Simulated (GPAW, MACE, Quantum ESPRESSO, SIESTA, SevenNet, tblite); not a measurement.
## Finding the fault: tblite, Zr2CO2 MXene, 4 layers (80 atoms)

Program: tblite 0.8.0, a calculation on a cell of 16 C, 32 Zr and 32 O, with vacuum.

Input file run.py:

```python
import numpy as np
from ase.io import read
from tblite.ase import TBLite

atoms = read("structure.xyz")
atoms.calc = TBLite(method="GFN1-xTB", electronic_temperature=580, accuracy=1.0, max_iterations=60, mixer_damping=1.0, verbosity=1)
energy = atoms.get_potential_energy()
forces = atoms.get_forces()
print(f"energy {energy:.6f} eV")
print("forces (eV/A)")
for i, (a, f) in enumerate(zip(atoms, forces)):
    print(f"{i:4d} {a.symbol:2s} {f[0]:10.5f} {f[1]:10.5f} {f[2]:10.5f}")
print("charges (e)")
print(np.array2string(atoms.get_charges(), precision=4, suppress_small=True, max_line_width=110, threshold=100000))
```

Input file structure.xyz:

```xyz
80
Lattice="6.75240 0.00000 0.00000 -3.37620 5.84775 0.00000 0.00000 0.00000 40.78000" Properties=species:S:1:pos:R:3 pbc="T T T"
C 3.38515 5.80992 9.38715
Zr -0.01962 1.91987 10.72147
Zr 1.64256 1.02985 7.91784
O 1.75556 1.00242 11.52687
O 0.06557 1.93982 6.95829
C -1.64762 2.92311 9.31497
Zr -1.60650 4.88819 10.60851
Zr 0.02228 3.79987 7.87951
O 0.05155 3.85829 11.59498
O -1.74742 4.76539 6.94280
[... 66 atom lines left out ...]
Zr 5.11180 1.02236 32.84340
Zr 3.35162 5.76237 30.14662
O 0.05976 0.04643 33.77889
O 5.07777 0.98049 29.17687
```

On the command line:

```sh
$ OMP_NUM_THREADS=1 python run.py > output.txt
```

Log:

```text
------------------------------------------------------------
  cycle        total energy    energy error   density error
------------------------------------------------------------
      1     -186.2413724124  -1.8659522E+02   1.5160272E+00
      2      390.0880425724   5.7632941E+02   4.8035546E+00
      3      6228.520636143   5.8384326E+03   2.6963189E+00
[...]
59      549.5645715443  -8.7114192E+02   2.0765389E+00
     60      55.50273713501  -4.9406183E+02   1.9604559E+00
------------------------------------------------------------
 total:                                   5.946 sec
tblite.exceptions.TBLiteRuntimeError: SCF not converged in 60 cycles
The above exception was the direct cause of the following exception:
ase.calculators.calculator.CalculationFailed: SCF not converged in 60 cycles
```

Wall time 6.6 s (1 thread of Arm Neoverse V1, shared host); peak memory 0.12 GiB.

Banners, paths, timers and routine set-up lines are dropped from the logs unmarked, and long logs keep their key lines alone; longer cuts are marked.

**Question.** What is wrong with this input?

No damping of the mixer: mixing weight 1.0.

The run ended unconverged.

[Also dropped from logs without a mark: logging warnings of Python, and SIESTA's first energy breakdown and zero terms.]

[Logs are printed without paths, hosts, clocks, repeated set-up lines and the standing remarks that a program may print on its own settings, such as how far it seeks lower states.]

[Hosts, paths, dates, database ids (printed as entryN), source tags and the programs' standing remarks are cut or masked in the printed files.]
